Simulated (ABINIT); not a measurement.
Records of electronic-structure calculations.

**A GW chain in ABINIT: InP (F-43m)**

The structure is cubic, space group F-43m (No. 216). Conventional cell: a = 5.861 Å, b = 5.861 Å, c = 5.861 Å, α = 90.00°, β = 90.00°, γ = 90.00°. Nearest to In lie 4 P at 2.54 Å. P has 4 In at 2.54 Å nearest. Farther neighbours, and contacts between anions beyond the nearest, are not listed.

```
method               : RPA screening on PBE, plane waves, norm-conserving pseudopotentials (and 2 further levels or steps)
program              : ABINIT 10.8.3
settings             : cutoff 31 Ha, PseudoDojo scalar-relativistic 0.4.1 standard, norm-conserving, ngkpt (4, 4, 4), nband 42, ecuteps 3.9 Ha, inclvkb 2, shiftk (0, 0, 0), symchi 1, awtr 1, frequency ppm, 4×4×4 k-mesh
cost                 : 5 runs, 35 s in all on 4 MPI ranks of Arm Neoverse V2, shared host
notes                : The database entry behind the starting cell differs from other determinations of this structure. The cell and positions come from the Crystallography Open Database and are kept as given unless a step says otherwise. Limits: mesh may overstate the screening; no spin-orbit coupling. The 4×4×4 mesh is coarse for this cell, which bears on the long-range parts of exchange and screening. The norm-conserving file of at least one element keeps a d shell over frozen s and p shells of the same row. Exchange with those shells is missing from the self-energy, an error of 0.3 to 0.9 eV in cases checked, whose sign depends on which edge lies on those atoms. The RPA ε∞ on this mesh reaches over 25; with a narrow direct gap a coarse mesh can overstate it, and the correction is then too small.
PBE gap              : 0.71 eV, direct
G0W0 gap on the mesh : 1.02 eV
GW settings          : 4×4×4 mesh, 42 bands, screening to 106.1 eV, Godby-Needs plasmon pole
known limits         : short of the basis limit; exchange with frozen shells missing; mesh may overstate the screening; no spin-orbit coupling; coarse k mesh
```

G0W0 moves the gap on the mesh from 0.71 eV to 1.02 eV (+0.31 eV), with Z of 0.77 and 0.79 at the edges. Local fields lower the RPA ε∞ on this mesh from 45.16 to 42.62; a Γ-centred mesh this coarse tends to raise both, most where the direct gap is narrow, while a short band sum lowers them.

[Long decimals in the printed logs are rounded to 6 places.]

[Logs are printed without paths, hosts, clocks, repeated set-up lines and the standing remarks that a program may print on its own settings, such as how far it seeks lower states.]

[Paths, hosts, dates, memory and timing lines, banners, echoed tables and standing remarks are left out of the program output; an Ansatz launch command may be rebuilt from the run's recorded settings. Measured values are a selection of at most five: reports struck by readers or far from the other reports are left out. None is set beside runs whose start may be inverted or whose files or cutoffs have a known fault.]

[Runs of the session that timed out or met a known fault of the program may be left out.]

[Hosts, paths, dates, database ids (printed as entryN), source tags and the programs' standing remarks are cut or masked in the printed files.]

[G0W0 gaps are taken among the corrected bands and points alone; a level outside them can change the order at an edge.]

[Where Ansatz stands beside ABINIT at settings called matched, ABINIT's density can come from a denser mesh and the files from another edition; pairs whose starting gaps differed by over 0.03 eV were left out, so agreement reads better than it is.]
